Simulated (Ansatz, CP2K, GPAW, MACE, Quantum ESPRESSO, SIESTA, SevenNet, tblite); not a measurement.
# Running random rock-salt alloy of CaS and PbS (64 atoms) with GPAW, part 2 of 2

Wanted: GPAW inputs and outputs for random rock-salt alloy of CaS and PbS (64 atoms), checked against a plane-wave reference.

Program: GPAW 26.7.0; the method stands at each step. Banners, paths, timers and routine set-up lines are dropped from the logs unmarked, and long logs keep their key lines alone; longer cuts are marked.

So far. Step 4 (PBE, LCAO szp(dzp), h 0.2 Å): Against the first run (9.9 %), the force difference from the reference is 11 %, at 0.67 times the CPU time, with 784 basis functions against 1296: the smaller basis costs accuracy. Step 5 (revPBE, LCAO dzp, h 0.2 Å): Against the first run (9.9 %), the force difference from the reference is 11 %, at 1.0 times the CPU time; the model has changed, so this is no error of the program alone.

### 6. PBE, LCAO dzp, h 0.28 Å

Method: Kohn-Sham DFT, PBE, PAW, atomic orbitals (dzp).

File run.py:

```python
import numpy as np
from ase.io import read
from gpaw import GPAW, FermiDirac

atoms = read("structure.xyz")
atoms.calc = GPAW(
    mode="lcao",
    basis="dzp",
    h=0.28,
    xc="PBE",
    kpts={"size": (1, 1, 1), "gamma": True},
    occupations=FermiDirac(0.05),
    maxiter=200,
    symmetry={"point_group": False},
    txt="gpaw.txt",
)
energy = atoms.get_potential_energy(force_consistent=True)
forces = atoms.get_forces()
print(f"energy {energy:.6f} eV")
print("forces (eV/A)")
for i, (a, f) in enumerate(zip(atoms, forces)):
    print(f"{i:4d} {a.symbol:2s} {f[0]:10.5f} {f[1]:10.5f} {f[2]:10.5f}")
print(f"Fermi level {atoms.calc.get_fermi_level():.4f} eV")
for k in range(len(atoms.calc.get_ibz_k_points())):
    for s in range(atoms.calc.get_number_of_spins()):
        e = atoms.calc.get_eigenvalues(kpt=k, spin=s)
        n = np.searchsorted(e, atoms.calc.get_fermi_level())
        print(f"k {k} spin {s} levels about the Fermi level:", np.round(e[max(n - 6, 0):n], 4).tolist(), "|", np.round(e[n:n + 6], 4).tolist())
```

File structure.xyz:

```xyz
64
Lattice="11.50300 0.00000 0.00000 0.00000 11.50300 0.00000 0.00000 0.00000 11.50300" Properties=species:S:1:pos:R:3 pbc="T T T"
[... 64 atom lines left out: the same atoms as in the first run ...]
```

Command:

```
> OMP_NUM_THREADS=1 python run.py > output.txt
```

Log:

```text
energy -292.339134 eV
forces (eV/A)
   0 Ca   -0.11398   -0.49072   -0.17122
   1 S    -0.12928    0.34538   -0.15663
   2 Pb    0.21402   -0.30350    0.27458
   3 S    -0.27235   -0.08698   -0.66979
   4 Ca    0.14451    0.17973   -0.27916
   5 S    -0.10537   -0.47575   -0.71997
   6 Ca    0.09363    0.35121    0.02823
   7 S     0.01027    0.13835   -0.58569
   8 Pb   -0.55020    0.15029    0.36229
   9 S     0.89929   -0.50537    0.15069
  10 Ca    0.23519    0.02202   -0.34245
  11 S     0.17974   -0.28363    0.63908
[...]
59 S     0.15821    0.82355   -0.00790
  60 Pb   -0.28004   -0.23882    0.31205
  61 S    -0.33396   -0.04734    0.10869
  62 Ca   -0.01903   -0.08799   -0.09044
  63 S     0.16781    0.23584    0.07178
Fermi level 6.2598 eV
k 0 spin 0 levels about the Fermi level: [4.3241, 4.4023, 4.8512, 5.2119, 5.2683, 5.3123] | [7.2273, 7.2395, 7.2612, 7.5975, 7.6141, 7.6531]
```

gpaw.txt:

```text
Input parameters:
  mode=LCAO(),
  basis={'default': 'dzp'},
  h=0.28,
  kpts=MonkhorstPack(size=(1, 1, 1), gamma=True),
  maxiter=200,
  occupations=Occupations(name='fermi-dirac', width=0.05, fixmagmom=False),
  symmetry=Symmetry(point_group=False),
  xc=XC(name='PBE')
[... lines left out ...]
  Fermi-Dirac:
[... lines left out ...]
convergence criteria:
- Maximum [total energy] change in last 3 cyles: 0.0005 eV / valence electron
[... lines left out ...]
Converged in 9 steps
[... lines left out ...]
  Free energy:    -292.339134
[... lines left out ...]
Fermi level: 6.260
[... lines left out ...]
|          0 |       -35.084 |     2.000 |
|        ... |               |           |
|        264 |         4.318 |     2.000 |
|        265 |         4.322 |     2.000 |
[...]
|        279 |         7.934 |     0.000 |
|        ... |               |           |
|        319 |         9.664 |     0.000 |
Gap: 1.915 eV
Transition (v -> c):
  (s=0, k=0, n=271, [0.00, 0.00, 0.00]) -> (s=0, k=0, n=272, [0.00, 0.00, 0.00])
No difference between direct/indirect transitions
Force computation time: 22.108  # s
timing:  # [seconds]
  Total:  109.234  # ━━━━━━━━━━━━━━━━━━━━━━━━━━━━━━━━━━━━━━━━━━━━━━━━━━━━━━━━
  Init:     8.634  # ━━━━╸
  SCF:     78.464  # ━━━━━━━━━━━━━━━━━━━━━━━━━━━━━━━━━━━━━━━━
  Forces:  22.108  # ━━━━━━━━━━━╸
```

The job ended after 1.8 min (1 thread of Arm Neoverse V2, shared host; peak memory 0.85 GiB).

Compared with the plane-wave run:

| Item | Value |
| --- | --- |
| r.m.s. force component | 0.3102 eV/Å |
| r.m.s. difference of force components | 37.42 meV/Å |
| longest difference of force vectors | 135.6 meV/Å |
| force difference over r.m.s. force | 12.68 % |
| slope of forces against the reference's | 1.045 |
| correlation of force components | 0.9937 |
| gap (highest filled to lowest empty level) | 1.915 eV |
| gap difference | 0.0243 eV |
| energy less the same-level run's | 212.7 meV/atom |
| r.m.s. force difference from the same-level run | 39.01 meV/Å |

This is a coarse setting, run to see what it loses.

Against the first run (9.9 %), the force difference from the reference is 13 %, at 0.45 times the CPU time: the grid matters here.

The forces add up to 0.50 eV/Å instead of zero, usually a sign of too coarse a grid.

### 7. Side by side

Differences are against the plane-wave reference, forces as r.m.s. over components; share is that over the reference's r.m.s. force, slope the least-squares factor from reference forces to these. Total energies of different programs have different zeros and aren't compared.

| run | Δ force, r.m.s. (meV/Å) | share (%) | slope | Δ gap (eV) | cores | CPU time | memory (GiB) |
| --- | --- | --- | --- | --- | --- | --- | --- |
| reference | - | - | - | - | 8 | 62 s | 1.8 |
| GPAW PBE, LCAO dzp, h 0.2 Å | 29.3 | 9.92 | 1.059 | 0.0225 | 1 | 4 min | 1.7 |
| GPAW PBE, LCAO dzp, h 0.2 Å, other mixer settings | 29.2 | 9.89 | 1.061 | 0.0225 | 1 | 6.2 min | 1.6 |
| GPAW PBE, LCAO szp(dzp), h 0.2 Å (coarse) | 32.9 | 11.2 | 1.081 | 0.238 | 1 | 2.7 min | 1.6 |
| GPAW revPBE, LCAO dzp, h 0.2 Å | 32.0 | 10.9 | 1.071 | 0.0766 | 1 | 4.1 min | 1.7 |
| GPAW PBE, LCAO dzp, h 0.28 Å (coarse) | 37.4 | 12.7 | 1.045 | 0.0243 | 1 | 1.8 min | 0.85 |

Rows marked coarse were listed beforehand as settings not expected to be converged; some can still land near the reference.

CPU time is summed over cores on a shared host, where runs went side by side, so it is rough. Symmetry, cutoffs, thresholds, outputs and thread counts weren't matched or tuned between programs; memory under MPI is the largest rank's times the ranks.

Within one program, basis, potentials and functional, energies share a zero. Each run against its twin at the usual cutoff or grid and solver:

| run | twin | Δ energy (meV/atom) | Δ force, r.m.s. (meV/Å) | CPU time over the twin's |
| --- | --- | --- | --- | --- |
| GPAW PBE, LCAO dzp, h 0.2 Å, other mixer settings | LCAO dzp, h 0.2 Å | 1.0e-4 | 2.40 | 1.5 |
| GPAW PBE, LCAO dzp, h 0.28 Å | LCAO dzp, h 0.2 Å | 213 | 39.0 | 0.46 |

### 8. What came out

| Item | Value |
| --- | --- |
| nearest in forces | a tie at 9.9 % of 2 runs: GPAW PBE, LCAO dzp, h 0.2 Å; GPAW PBE, LCAO dzp, h 0.2 Å, other mixer settings |

In words: The PBE runs in local orbitals, coarse settings apart, differ by 9.9 % in each run; basis, grid and potentials can all enter. Rows with another functional or a dispersion term differ by 11 % (GPAW revPBE, LCAO dzp, h 0.2 Å), which mixes the change of model with differences of basis and potentials. Runs with settings chosen to be coarse differ by 11 % (GPAW PBE, LCAO szp(dzp), h 0.2 Å) to 13 % (GPAW PBE, LCAO dzp, h 0.28 Å), their programs' other errors included. None of the electronic-structure runs in the table takes under half the reference's CPU time of 62 s; they take 1.8 to 6.0 times as much. At the same functional, gaps differ from the reference's 1.89 eV by between +0.02 and +0.24 eV. These are spacings on the run's k-points, which needn't hold the band edges. The host structure and its lattice constant were typed by rule, without a check against the phase diagram. The reference's pressure of 2.1 GPa belongs to a cell and atoms that aren't relaxed at this level. The electronic-structure runs sample only Γ, in a cell whose shortest periodic width is 12 Å. Spin–orbit coupling is left out, which matters for the levels of the heavy elements.

[Also dropped from logs without a mark: logging warnings of Python, and SIESTA's first energy breakdown and zero terms.]

[Logs are printed without paths, hosts, clocks, repeated set-up lines and the standing remarks that a program may print on its own settings, such as how far it seeks lower states.]

[Hosts, paths, dates, database ids (printed as entryN), source tags and the programs' standing remarks are cut or masked in the printed files.]
